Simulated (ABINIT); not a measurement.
## SnO2 (Cassiterite): a self-consistent loop beyond G0W0, cycle by cycle

Wanted: G0W0 and self-consistent gaps of SnO2 (Cassiterite), with the cost of the cycles.

Program: ABINIT 10.8.3. Level of theory: LDA and many-body steps on it, plane waves. Results are calculated unless marked as measured.

**What was measured.**

- Gap 3.6 eV: experimental gap quoted from earlier work; bulk crystal (quoted in “Study on the Photocatalytic Properties of Flower-Shaped SnO2”, 2022, pmc:9565917).

**1. Set-up**

Symmetry: P4_2/mnm, No. 136, tetragonal system. The conventional cell has a = 4.738 Å, b = 4.738 Å, c = 3.187 Å, α = 90.00°, β = 90.00°, γ = 90.00°. Sn has 6 O at 2.05 to 2.06 Å nearest. Nearest to O lie 3 Sn at 2.05 to 2.06 Å. Farther neighbours and most contacts between anions are not listed.

The cell and positions come from the Crystallography Open Database and are kept as given unless a step says otherwise.

**2. Empty states on the mesh, 2×2×4 mesh, 144 bands**

This step: ABINIT 10.8.3; DFT, LDA, plane waves, norm-conserving pseudopotentials.

The sums over transitions need many empty states on a uniform mesh; this step solves for them.

run.abi

```
acell 3*1.0 Angstrom
rprim 
  4.738000000000 0.000000000000 0.000000000000
  0.000000000000 4.738000000000 0.000000000000
  0.000000000000 0.000000000000 3.186500000000
ntypat 2
znucl 50 8
natom 6
typat 1 1 2 2 2 2
xred 
  0.000000000000 0.000000000000 0.000000000000
  0.500000000000 0.500000000000 0.500000000000
  0.307100000000 0.307100000000 0.000000000000
  0.192900000000 0.807100000000 0.500000000000
  0.692900000000 0.692900000000 0.000000000000
  0.807100000000 0.192900000000 0.500000000000
pp_dirpath "pseudos"
pseudos "Sn.upf, O.upf"
ecut 42
ngkpt 2 2 4
nshiftk 1
shiftk 0 0 0
kptopt 1
chksymbreak 0
iscf -2
irdden 1
istwfk *1
nband 144
nbdbuf 12
tolwfr 1e-09
nstep 60
prtvol 0
indata_prefix "in"
outdata_prefix "out"
tmpdata_prefix "tmp"
```

Started as:

```console
$ OMP_NUM_THREADS=1 mpirun -n 8 abinit run.abi > log
```

Numbers of over 12 decimals in the logs are rounded to 6 here.

What it wrote:

```text
.Version 10.8.3 of ABINIT. v10.8.2 released Aug 2026.

 Symmetries : space group P4_2/m n m (#136); Bravais tP (primitive tetrag.)
[... echo of the input left out ...]
== DATASET  1 ==================================================================
-   mpi_nproc: 8, omp_nthreads: 1 (-1 if OMP is not activated)
-    --> not optimal distribution: autoparal keyword recommended in input file <--

--- !DatasetInfo
iteration_state: {dtset: 1, }
dimensions: {natom: 6, nkpt: 9, mband: 144, nsppol: 1, nspinor: 1, nspden: 1, mpw: 6312, }
cutoff_energies: {ecut:  42.0, pawecutdg:  -1.0, }
[...]
2.57301    2.58586    2.60882    2.60882    2.62526    2.62793    2.62945    2.65422
   2.65422    2.67027    2.67027    2.69175    2.73454    2.73483    2.75764    2.76757
 prteigrs : prtvol=0 or 1, do not print more k-points.

== END DATASET(S) ==============================================================
================================================================================

 -outvars: echo values of variables after computation  --------
            nband         144
             nkpt           9
          spgroup         136
 [... the other variables as echoed above ...]

 Calculation completed.
```

It took 60 s on 8 MPI ranks of Arm Neoverse V2, shared host; peak memory 0.69 GiB; 8 min of CPU time.

This step gave:

| Property | Result |
| --- | --- |
| gap | 1.138 eV |
| k of the valence top | 0, 0, 0 |
| k of the conduction bottom | 0, 0, 0 |
| least direct gap | 1.138 eV |
| k points computed | 9 |
| lowest point of the top converged band, above the valence top | 61.2232 eV |

On this mesh the gap is 1.138 eV.

The density comes from a self-consistent run that is not shown.

**3. Screening, 2×2×4 mesh, 132 bands, screening to 106.1 eV**

The RPA dielectric matrix is built and inverted for each q.

This step: RPA screening on LDA, plane waves, norm-conserving pseudopotentials.

Edit run.abi of step 2 so:

```diff
@@ -24,10 +24,11 @@
 chksymbreak 0
-iscf -2
-irdden 1
 istwfk *1
-nband 144
-nbdbuf 12
-tolwfr 1e-09
-nstep 60
-prtvol 0
+occopt 1
+irdwfk 1
+optdriver 3
+nband 132
+ecuteps 3.9
+inclvkb 2
+awtr 1
+symchi 1
 indata_prefix "in"
```

What it wrote:

```text
.Version 10.8.3 of ABINIT. v10.8.2 released Aug 2026.

 Symmetries : space group P4_2/m n m (#136); Bravais tP (primitive tetrag.)
[... echo of the input left out ...]
== DATASET  1 ==================================================================
-   mpi_nproc: 8, omp_nthreads: 1 (-1 if OMP is not activated)

--- !DatasetInfo
iteration_state: {dtset: 1, }
dimensions: {natom: 6, nkpt: 9, mband: 132, nsppol: 1, nspinor: 1, nspden: 1, mpw: 6312, }
cutoff_energies: {ecut:  42.0, pawecutdg:  -1.0, }
electrons: {nelect:   6.80000000E+01, charge:   0.00000000E+00, occopt:   1.00000000E+00, tsmear:   1.00000000E-02, }

 SCREENING: Calculation of the susceptibility and dielectric matrices

 Based on a program developped by R.W. Godby, V. Olevano, G. Onida, and L. Reining.
 Incorporated in ABINIT by V. Olevano, G.-M. Rignanese, and M. Torrent.
.Using double precision arithmetic ; gwpc =  8

[... cell and pseudopotentials left out ...]
--------------------------------------------------------------------------------

 ==== K-mesh for the wavefunctions ====
 Number of points in the irreducible wedge :     9
[... list of points left out ...]
 Together with 16 symmetry operations and time-reversal symmetry
 yields    16 points in the full Brillouin Zone.

 ==== Q-mesh for the screening function ====
 Number of points in the irreducible wedge :     9
[... list of points left out ...]
 Together with 16 symmetry operations and time-reversal symmetry
 yields    16 points in the full Brillouin Zone.

 setmesh: FFT mesh size selected  =    36x   36x   24
          total number of points  =        31104

 vcoul_init : cutoff-mode = AUXILIARY_FUNCTION
 q-points for optical limit:   1
     1)      0.000010    0.000020    0.000030

- screening: taking advantage of time-reversal symmetry
- Maximum band index for partially occupied states nbvw = 34
- Remaining bands to be divided among processors   nbcw = 98
- Number of bands treated by each node ~12

 Number of electrons calculated from density =   68.0000; Expected =   68.0000
 average of density, n =  0.140867
 r_s =    1.1923
 omega_plasma =   36.2043 [eV]

 calculating chi0 at frequencies [eV] :
  1    0.000000E+00    0.000000E+00
  2    0.000000E+00    3.620427E+01

--------------------------------------------------------------------------------
  q-point number  1        q = ( 0.000000, 0.000000, 0.000000) [r.l.u.]
--------------------------------------------------------------------------------
[... chi0 elements left out ...]
 For q-point:  0.000010 0.000020 0.000030
  dielectric constant =   5.4216
  dielectric constant without local fields =   5.6509

  Average fulfillment of the sum rule on Im[epsilon] for q-point    1 :     51.15  [%]
[... wings left out ...]
  q-point number  2        q = ( 0.500000, 0.000000, 0.000000) [r.l.u.]
--------------------------------------------------------------------------------
[... chi0 elements left out ...]
  Average fulfillment of the sum rule on Im[epsilon] for q-point    2 :     59.48  [%]

 [... 7 further q-points ...]
```

The job ended after 45 s (8 MPI ranks; peak memory 2.8 GiB).

This step gave:

* ε∞ with local fields, on this mesh, along the program's q direction: 5.422
* the same without local fields: 5.651
* plasma frequency: 36.20 eV
* plane waves in the screening matrix: 177

Local fields lower ε∞ by 4 %. On a Γ-centred mesh this coarse the value itself is usually too large, while a short band sum pulls it down.

**4. G0W0**

The self-energy is evaluated for the states that the input lists, and the levels follow from it, in one-shot runs by the linearised quasiparticle equation.

This step: G0W0 on LDA, plane waves, norm-conserving pseudopotentials.

Edit run.abi of step 3 so:

```diff
@@ -27,8 +27,25 @@
 irdwfk 1
-optdriver 3
+optdriver 4
 nband 132
+gwcalctyp 0
+ecutsigx 42
+symsigma 1
+nkptgw 6
+kptgw 
+  0.0000000000 0.0000000000 0.0000000000
+  0.5000000000 0.0000000000 0.0000000000
+  0.5000000000 0.5000000000 0.0000000000
+  0.0000000000 0.0000000000 0.5000000000
+  0.5000000000 0.0000000000 0.5000000000
+  0.5000000000 0.5000000000 0.5000000000
+bdgw 
+  32 36
+  33 36
+  33 36
+  33 36
+  33 36
+  33 36
 ecuteps 3.9
-inclvkb 2
-awtr 1
-symchi 1
+irdscr 1
+ppmodel 1
 indata_prefix "in"
```

What it wrote:

```text
.Version 10.8.3 of ABINIT. v10.8.2 released Aug 2026.

 Symmetries : space group P4_2/m n m (#136); Bravais tP (primitive tetrag.)
[... echo of the input left out ...]
== DATASET  1 ==================================================================
-   mpi_nproc: 8, omp_nthreads: 1 (-1 if OMP is not activated)

--- !DatasetInfo
iteration_state: {dtset: 1, }
dimensions: {natom: 6, nkpt: 9, mband: 132, nsppol: 1, nspinor: 1, nspden: 1, mpw: 6312, }
cutoff_energies: {ecut:  42.0, pawecutdg:  -1.0, }
electrons: {nelect:   6.80000000E+01, charge:   0.00000000E+00, occopt:   1.00000000E+00, tsmear:   1.00000000E-02, }

 SIGMA: Calculation of the GW corrections

 Based on a program developped by R.W. Godby, V. Olevano, G. Onida, and L. Reining.
 Incorporated in ABINIT by V. Olevano, G.-M. Rignanese, and M. Torrent.
.Using double precision arithmetic ; gwpc =  8

[... cell and pseudopotentials left out ...]
--------------------------------------------------------------------------------

 ==== K-mesh for the wavefunctions ====
 Number of points in the irreducible wedge :     9
[... list of points left out ...]
 Together with 16 symmetry operations and time-reversal symmetry
 yields    16 points in the full Brillouin Zone.

 ==== Q-mesh for screening function ====
 Number of points in the irreducible wedge :     9
[... list of points left out ...]
 Together with 16 symmetry operations and time-reversal symmetry
 yields    16 points in the full Brillouin Zone.

 vcoul_init : cutoff-mode = AUXILIARY_FUNCTION
 q-points for optical limit:   1
     1)      0.000010    0.000020    0.000030
 setmesh: FFT mesh size selected  =    54x   54x   36
          total number of points  =       104976

 Number of electrons calculated from density =   68.0000; Expected =   68.0000
 average of density, n =  0.140867
 r_s =    1.1923
 omega_plasma =   36.2043 [eV]

 === KS Band Gaps ===
  >>>> For spin  1
   Minimum direct gap =   1.1376 [eV], located at k-point      :   0.0000  0.0000  0.0000
   Fundamental gap    =   1.1376 [eV], Top of valence bands at :   0.0000  0.0000  0.0000
                                       Bottom of conduction at :   0.0000  0.0000  0.0000
 SIGMA fundamental parameters:
 PLASMON POLE MODEL  1
 number of plane-waves for SigmaX                 6273
 number of plane-waves for SigmaC and W            177
 number of plane-waves for wavefunctions          6273
 number of bands                                   132
 number of independent spin polarizations            1
 number of spinorial components                      1
 number of k-points in IBZ                           9
 number of q-points in IBZ                           9
 number of symmetry operations                      16
 number of k-points in BZ                           16
 number of q-points in BZ                           16
 number of frequencies for dSigma/dE                 9
 frequency step for dSigma/dE [eV]                0.25
 number of omega for Sigma on real axis              0
 max omega for Sigma on real axis  [eV]           0.00
 zcut for avoiding poles [eV]                     0.10

 EPSILON^-1 parameters (SCR file):
 dimension of the eps^-1 matrix on file            177
 dimension of the eps^-1 matrix used               177
 number of plane-waves for wavefunctions          6273
 number of bands                                   132
 number of q-points in IBZ                           9
 number of frequencies                               2
 number of real frequencies                          1
 number of imag frequencies                          1

 matrix elements of self-energy operator (all in [eV])

 Perturbative Calculation

--- !SelfEnergy_ee
iteration_state: {dtset: 1, }
kpoint     : [   0.000,    0.000,    0.000, ]
spin       : 1
KS_gap     :    1.138
QP_gap     :    2.906
Delta_QP_KS:    1.768
data: !SigmaeeData |
     Band     E0 <VxcDFT>   SigX SigC(E0)      Z dSigC/dE  Sig(E)    E-E0       E
       32   5.589 -19.782 -25.442   5.126   0.792  -0.262 -20.205  -0.423   5.167
       33   5.589 -19.782 -25.442   5.126   0.792  -0.262 -20.205  -0.423   5.167
       34   6.377 -20.073 -26.037   5.382   0.792  -0.262 -20.534  -0.461   5.916
       35   7.515 -17.066 -12.516  -2.999   0.843  -0.187 -15.759   1.307   8.822
       36  12.261 -16.696 -10.729  -3.822   0.844  -0.185 -14.886   1.810  14.071

--- !SelfEnergy_ee
iteration_state: {dtset: 1, }
kpoint     : [   0.500,    0.000,    0.000, ]
spin       : 1
KS_gap     :    4.921
QP_gap     :    7.009
Delta_QP_KS:    2.088
data: !SigmaeeData |
     Band     E0 <VxcDFT>   SigX SigC(E0)      Z dSigC/dE  Sig(E)    E-E0       E
       33   5.728 -19.682 -25.418   5.154   0.793  -0.261 -20.144  -0.462   5.266
[...]
--- !SelfEnergy_ee
iteration_state: {dtset: 1, }
kpoint     : [   0.500,    0.500,    0.000, ]
spin       : 1
KS_gap     :    5.545
QP_gap     :    7.899
Delta_QP_KS:    2.354
data: !SigmaeeData |
     Band     E0 <VxcDFT>   SigX SigC(E0)      Z dSigC/dE  Sig(E)    E-E0       E
[...]
--- !SelfEnergy_ee
iteration_state: {dtset: 1, }
kpoint     : [   0.000,    0.000,    0.500, ]
spin       : 1
KS_gap     :    7.273
QP_gap     :    9.972
Delta_QP_KS:    2.699
data: !SigmaeeData |
     Band     E0 <VxcDFT>   SigX SigC(E0)      Z dSigC/dE  Sig(E)    E-E0       E
[...]
--- !SelfEnergy_ee
iteration_state: {dtset: 1, }
kpoint     : [   0.500,    0.000,    0.500, ]
spin       : 1
KS_gap     :    7.001
QP_gap     :    9.403
Delta_QP_KS:    2.402
data: !SigmaeeData |
     Band     E0 <VxcDFT>   SigX SigC(E0)      Z dSigC/dE  Sig(E)    E-E0       E
[...]
--- !SelfEnergy_ee
iteration_state: {dtset: 1, }
kpoint     : [   0.500,    0.500,    0.500, ]
spin       : 1
KS_gap     :    5.540
QP_gap     :    7.897
Delta_QP_KS:    2.357
data: !SigmaeeData |
     Band     E0 <VxcDFT>   SigX SigC(E0)      Z dSigC/dE  Sig(E)    E-E0       E
[...]
34   5.540 -19.342 -25.521   5.460   0.791  -0.264 -19.911  -0.569   4.970
       35  11.080 -17.460 -11.823  -3.503   0.838  -0.194 -15.672   1.788  12.868
       36  11.080 -17.460 -11.823  -3.503   0.838  -0.194 -15.672   1.788  12.868

== END DATASET(S) ==============================================================
================================================================================

 -outvars: echo values of variables after computation  --------
           etotal      0.0000000000E+00
            nband         132
             nkpt           9
          spgroup         136
 [... the other variables as echoed above ...]

 Calculation completed.
```

Wall time 11 s (8 MPI ranks); peak memory 1.7 GiB; 84 s of CPU time.

This step gave:

```
G0W0 gap on the mesh                         : 2.906 eV
starting gap on the mesh                     : 1.138 eV
k of the valence top                         : 0, 0, 0
k of the conduction bottom                   : 0, 0, 0
Z at the valence top                         : 0.792
Z at the conduction bottom                   : 0.843
least direct G0W0 gap on the computed points : 2.906 eV
```

The gap on the mesh goes from 1.14 eV to 2.91 eV, a correction of +1.77 eV.

**5. evGW0, cycle 1**

This step: evGW0 on LDA, plane waves, norm-conserving pseudopotentials.

Edit run.abi of step 4 so:

```diff
@@ -29,6 +29,6 @@
 nband 132
-gwcalctyp 0
+gwcalctyp 10
 ecutsigx 42
 symsigma 1
-nkptgw 6
+nkptgw 9
 kptgw 
@@ -37,2 +37,5 @@
   0.5000000000 0.5000000000 0.0000000000
+  0.0000000000 0.0000000000 0.2500000000
+  0.5000000000 0.0000000000 0.2500000000
+  0.5000000000 0.5000000000 0.2500000000
   0.0000000000 0.0000000000 0.5000000000
@@ -41,8 +44,11 @@
 bdgw 
-  32 36
-  33 36
-  33 36
-  33 36
-  33 36
-  33 36
+  23 40
+  23 40
+  23 40
+  23 40
+  23 40
+  23 40
+  23 40
+  23 40
+  23 40
 ecuteps 3.9
```

What it wrote:

```text
.Version 10.8.3 of ABINIT. v10.8.2 released Aug 2026.

 Symmetries : space group P4_2/m n m (#136); Bravais tP (primitive tetrag.)
[... echo of the input left out ...]
== DATASET  1 ==================================================================
-   mpi_nproc: 8, omp_nthreads: 1 (-1 if OMP is not activated)

--- !DatasetInfo
iteration_state: {dtset: 1, }
dimensions: {natom: 6, nkpt: 9, mband: 132, nsppol: 1, nspinor: 1, nspden: 1, mpw: 6312, }
cutoff_energies: {ecut:  42.0, pawecutdg:  -1.0, }
electrons: {nelect:   6.80000000E+01, charge:   0.00000000E+00, occopt:   1.00000000E+00, tsmear:   1.00000000E-02, }

 SIGMA: Calculation of the GW corrections

 Based on a program developped by R.W. Godby, V. Olevano, G. Onida, and L. Reining.
 Incorporated in ABINIT by V. Olevano, G.-M. Rignanese, and M. Torrent.
.Using double precision arithmetic ; gwpc =  8

[... cell and pseudopotentials left out ...]
--------------------------------------------------------------------------------

 ==== K-mesh for the wavefunctions ====
 Number of points in the irreducible wedge :     9
[... list of points left out ...]
 Together with 16 symmetry operations and time-reversal symmetry
 yields    16 points in the full Brillouin Zone.

 ==== Q-mesh for screening function ====
 Number of points in the irreducible wedge :     9
[... list of points left out ...]
 Together with 16 symmetry operations and time-reversal symmetry
 yields    16 points in the full Brillouin Zone.

 vcoul_init : cutoff-mode = AUXILIARY_FUNCTION
 q-points for optical limit:   1
     1)      0.000010    0.000020    0.000030
 setmesh: FFT mesh size selected  =    54x   54x   36
          total number of points  =       104976

 Number of electrons calculated from density =   68.0000; Expected =   68.0000
[...]
spin       : 1
KS_gap     :    7.001
QP_gap     :    9.403
Delta_QP_KS:    2.402
data: !SigmaeeData |
     Band     E_DFT   <VxcDFT>   E(N-1)  <Hhartree>   SigX  SigC[E(N-1)]    Z     dSigC/dE  Sig[E(N)]  DeltaE  E(N)_pert E(N)_diago
[...]
--- !SelfEnergy_ee
iteration_state: {dtset: 1, }
kpoint     : [   0.500,    0.500,    0.500, ]
spin       : 1
KS_gap     :    5.540
QP_gap     :    7.897
Delta_QP_KS:    2.357
data: !SigmaeeData |
     Band     E_DFT   <VxcDFT>   E(N-1)  <Hhartree>   SigX  SigC[E(N-1)]    Z     dSigC/dE  Sig[E(N)]  DeltaE  E(N)_pert E(N)_diago
[...]
39    17.153   -16.136    17.153    33.289    -9.102    -4.697     0.828    -0.208   -14.200     1.935    19.088    19.490
       40    17.153   -16.136    17.153    33.289    -9.102    -4.697     0.828    -0.208   -14.200     1.935    19.088    19.490

 New Fermi energy :        2.730590E-01 Ha ,    7.430315E+00 eV

 === QP Band Gaps ===
  >>>> For spin  1
   Minimum direct gap =   3.2711 [eV], located at k-point      :   0.0000  0.0000  0.0000
   Fundamental gap    =   3.2711 [eV], Top of valence bands at :   0.0000  0.0000  0.0000
                                       Bottom of conduction at :   0.0000  0.0000  0.0000

 writing QP data on file : out_QPS

 Convergence of QP corrections
 >>>>> For spin  1 <<<<<
.  kptgw no:  1; Maximum DeltaE = (   0.000   0.000) for band index: 18
.  kptgw no:  2; Maximum DeltaE = (   1.307  -0.000) for band index: 17
.  kptgw no:  3; Maximum DeltaE = (   1.626   0.000) for band index: 17
[...]
.  kptgw no:  8; Maximum DeltaE = (  -0.722   0.004) for band index: 13
.  kptgw no:  9; Maximum DeltaE = (   2.100  -0.000) for band index: 17

== END DATASET(S) ==============================================================
================================================================================

 -outvars: echo values of variables after computation  --------
           etotal      0.0000000000E+00
            nband         132
             nkpt           9
          spgroup         136
 [... the other variables as echoed above ...]

 Calculation completed.
```

Elapsed: 61 s, on 8 MPI ranks; peak memory 3.7 GiB; 8.1 min of CPU time.

Numbers from this step:

```yaml
quasiparticle_gap_on_the_mesh: 3.271 eV
gap_of_the_density_functional_on_the_mesh: 1.138 eV
k_of_the_valence_top: 0, 0, 0
k_of_the_conduction_bottom: 0, 0, 0
z_at_the_valence_top: 0.792
z_at_the_conduction_bottom: 0.843
least_direct_quasiparticle_gap_on_the_computed_points: 3.271 eV
```

Against G0W0 in ABINIT (2×2×4 mesh, 132 bands, screening to 106.1 eV, Godby-Needs plasmon pole), the gap moves by +0.365 eV. This first cycle still uses the starting levels; it takes the full correction, at all points of the mesh, and its linearised value is 2.906 eV.

[end of part 1 of 3]

[Paths, hosts, dates, memory and timing lines, banners, echoed tables and standing remarks are left out of the program output.]

[Logs are printed without paths, hosts, clocks, repeated set-up lines and the standing remarks that a program may print on its own settings, such as how far it seeks lower states.]

[Runs of the session that timed out or met a known fault of the program may be left out.]

[Hosts, paths, dates, database ids (printed as entryN), source tags and the programs' standing remarks are cut or masked in the printed files.]

[G0W0 gaps are taken among the corrected bands and points alone; a level outside them can change the order at an edge.]

[Where Ansatz stands beside ABINIT at settings called matched, ABINIT's density can come from a denser mesh and the files from another edition; pairs whose starting gaps differed by over 0.03 eV were left out, so agreement reads better than it is.]
